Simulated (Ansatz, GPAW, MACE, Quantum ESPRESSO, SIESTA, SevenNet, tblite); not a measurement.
**How far do other methods lie from plane waves? Glassy 80SiO2-20Li2O (mol %) (75 atoms)**

One geometry of glassy 80SiO2-20Li2O (mol %) (75 atoms) is solved by several programs and methods. How far do their forces lie from a plane-wave PBE run?

Results are calculated, not measured.

**1. The structure**

The cell holds 75 atoms (20 Si, 10 Li and 45 O), with edges of 9.74, 9.74 and 9.74 Å. Recipe: 75 atoms (20 Si, 10 Li, 45 O) placed at random at 2.26 g/cm³, melted at 4000 K for 10 ps at fixed volume with the Morse and Coulomb pair potential with partial charges (Pedone, Malavasi, Menziani, Cormack and Segre, J. Phys. Chem. B 110, 11780 (2006)). Quenched from 1800 K to 300 K at 20 K/ps and fixed volume, held 10 ps at zero pressure. Then every atom was moved at random, 0.02 Å r.m.s. a Cartesian component. The density is 2.43 g/cm³.

**2. The reference input**

Quantum ESPRESSO 7.5: Kohn-Sham DFT, PBE, SSSP efficiency 1.3.0 pseudopotentials, plane waves. Its input, pw.in:

```
&control
  calculation = 'scf'
  pseudo_dir = './pseudo'
  outdir = './tmp'
  disk_io = 'none'
  tprnfor = .true.
  tstress = .true.
/
&system
  ibrav = 0
  nat = 75
  ntyp = 3
  ecutwfc = 60
  ecutrho = 480
  nosym = .true.
  occupations = 'smearing'
  smearing = 'fd'
  degauss = 0.003675
/
&electrons
  conv_thr = 3.8e-07
  electron_maxstep = 100
  mixing_beta = 0.4
  mixing_mode = 'plain'
  diagonalization = 'david'
/
ATOMIC_SPECIES
Si 28.085 Si.upf
Li 6.940 Li.upf
O 15.999 O.upf
CELL_PARAMETERS angstrom
9.73665 0.00000 0.00000
0.00000 9.73665 0.00000
0.00000 0.00000 9.73665
ATOMIC_POSITIONS crystal
Si 0.99579 0.36763 0.61173
Si 0.95708 0.45855 0.07087
Si 0.51183 0.59902 0.12015
Si 0.72419 0.08424 0.96941
[... 69 atom lines left out ...]
O 0.46231 0.83079 0.78805
O 0.94796 0.68891 0.78571
K_POINTS gamma
```

```console
$ OMP_NUM_THREADS=1 mpirun -np 2 pw.x -in pw.in > output.txt
```

Run time: 5.5 min. Hardware: 2 MPI ranks of Arm Neoverse N1, shared host; peak memory 2.7 GiB.

It converged with an r.m.s. force component of 1.6 eV/Å and a pressure of 7.0 GPa.

Its highest filled and lowest empty levels lie 3.36 eV apart on its k-points.

**3. The other programs**

- GPAW 26.7.0: PAW with atomic orbitals (LCAO), plane waves or a real-space grid of spacing h.
- MACE: machine-learned potential, published weights.
- Quantum ESPRESSO 7.5: plane waves; labels (QE) give functional, pseudopotential set and cutoffs of waves/density.
- SIESTA 5.4.2: numerical atomic orbitals, whose automatically made sets are far from complete, with PseudoDojo norm-conserving potentials that we converted to its format (checked against plane waves on the same files for H, C, O, Si, Ge and Ca alone); labels give functional, basis size, energy shift and mesh cutoff.
- SevenNet: machine-learned potential, published weights.
- tblite 0.8.0: extended tight binding, driven from Python.

All use the same cell and atoms, and the electronic-structure runs the same k-mesh.

**4. Side by side**

Differences are against the reference: forces as r.m.s. over components, share as that over the reference's r.m.s. force, slope as the fitted ratio of a run's forces to the reference's.

```
                                                   run  Δ force, r.m.s. (meV/Å)  share (%)  slope  Δ pressure (GPa)  Δ gap (eV)  cores  CPU time  memory (GiB)
                                             reference                        -          -      -                 -           -      2    11 min           2.7
                          GPAW PBE, LCAO dzp, h 0.18 Å                      317       20.3  1.137                 -      -0.165      1   3.7 min           1.4
    GPAW PBE, LCAO dzp, h 0.18 Å, other mixer settings                      317       20.3  1.137                 -      -0.166      2   5.2 min           1.5
                 GPAW PBE, LCAO dzp, h 0.22 Å (coarse)                      370       23.7  1.143                 -      -0.173      1   2.2 min          0.76
             GPAW PBE, LCAO sz(dzp), h 0.18 Å (coarse)                      944       60.3  1.349                 -       -1.28      1      69 s           1.1
                           MACE MP-0b2 small potential                      109       6.98  0.956             0.150           -      1      11 s          0.67
                           MACE MPA-0 medium potential                     75.6       4.83  0.985             0.124           -      1      13 s           1.0
       QE PBE+D3(BJ), sssp-1.3.0-efficiency, 60/480 Ry                     8.04      0.514  1.000             -2.09           0      2    12 min           2.8
QE PBE, sssp-1.3.0-efficiency, 60/480 Ry, rmm-davidson                    0.474       0.03  1.000             0.019           0      4    11 min           2.8
           SIESTA PBE, DZP, shift 0.01 Ry, mesh 500 Ry                      402       25.7  1.158              4.06      -0.145      2    11 min           2.2
   SIESTA PBE, SZ, shift 0.01 Ry, mesh 500 Ry (coarse)                     1027       65.6  1.412              19.0       -1.36      1     3 min          0.91
  SIESTA PBE, SZP, shift 0.01 Ry, mesh 500 Ry (coarse)                      678       43.3  1.309              9.09      -0.192      2   8.7 min             2
                               SevenNet l3i5 potential                     61.2       3.91  0.979           -0.0819           -      1      16 s           1.4
                                       tblite GFN1-xTB                      569       36.4  0.805              6.10           -      1     7.1 s          0.11
```

Rows marked coarse were listed beforehand as settings not expected to be converged; some can still land near the reference.

Times of the machine-learned potentials are mostly Python's start and the loading of weights.

CPU time is summed over cores on shared hosts, so it is rough.

**5. Findings**

Forces lie from 0.03 % (QE PBE, sssp-1.3.0-efficiency, 60/480 Ry, rmm-davidson) to 66 % (SIESTA PBE, SZ, shift 0.01 Ry, mesh 500 Ry, coarse) of the reference's r.m.s. force of 1.6 eV/Å away from it. Other PBE runs on plane waves or a grid: QE PBE, sssp-1.3.0-efficiency, 60/480 Ry, rmm-davidson 0.03 % of the r.m.s. force; the reference has errors of its own, so differences under a few per cent don't tell which side is nearer the exact PBE result. The PBE runs in local orbitals, coarse settings apart, differ by 20 % (GPAW PBE, LCAO dzp, h 0.18 Å, other mixer settings) to 26 % (SIESTA PBE, DZP, shift 0.01 Ry, mesh 500 Ry); basis, grid and potentials can all enter. Tight binding differs by 36 % (tblite GFN1-xTB); it is another model, with fitted parameters of its own, and the xTB methods hold dispersion.

Machine-learned potentials differ by 3.9 % (SevenNet l3i5 potential) to 7.0 % (MACE MP-0b2 small potential); they were trained on other programs' data. In the reference's own program, potentials and cutoffs, a change of model alone moves forces by 0.51 % (QE PBE+D3(BJ), sssp-1.3.0-efficiency, 60/480 Ry). Runs with settings chosen to be coarse differ by 24 % (GPAW PBE, LCAO dzp, h 0.22 Å) to 66 % (SIESTA PBE, SZ, shift 0.01 Ry, mesh 500 Ry), their programs' other errors included. SIESTA PBE, SZP, shift 0.01 Ry, mesh 500 Ry stiffens the forces by a factor of 1.31 while following their directions (correlation 0.974); the slopes of the 3 SIESTA runs lie between 1.16 and 1.41. From GPAW PBE, LCAO dzp, h 0.22 Å to the finer GPAW PBE, LCAO dzp, h 0.18 Å, other mixer settings the share falls from 24 to 20 %. Pressures at PBE, coarse settings apart, lie +0.02 to +4.06 GPa from the reference's. Gaps at PBE, coarse settings apart, lie -0.17 to +0.00 eV from the reference's.

**Limits.** Periodic xTB results under one method name differ between programs and library versions. The potentials hold different valence shells: 380 electrons in the reference, 360 in GPAW; this bears on time and differences. The reference's pressure holds the uncorrected Pulay stress of its 60 Ry basis, so small pressure differences may be the reference's own error. Machine-learned potentials mimic data converged in k, so the reference's own k-point error enters their differences. The quench rate of 20 K/ps is many orders above laboratory rates, so the cell is likely richer in defects and strain than a real sample. The network of bonds at the start is that of the classical potential that made the cell, and needn't be the one that DFT or experiment would give. The electronic-structure runs sample only Γ, in a cell whose shortest periodic width is 10 Å. Where levels are smeared, the DFT runs use Fermi–Dirac occupations at 580 K (0.05 eV), and energies are free energies. The atoms were displaced at random, and shares hang on the size of the forces that this gives. The reference's cutoffs and mesh weren't converged further here.

[Logs are printed without paths, hosts, clocks, repeated set-up lines and the standing remarks that a program may print on its own settings, such as how far it seeks lower states.]

[Hosts, paths, dates, database ids (printed as entryN), source tags and the programs' standing remarks are cut or masked in the printed files.]

[Cells were taken only where this reference lay near another plane-wave run.]
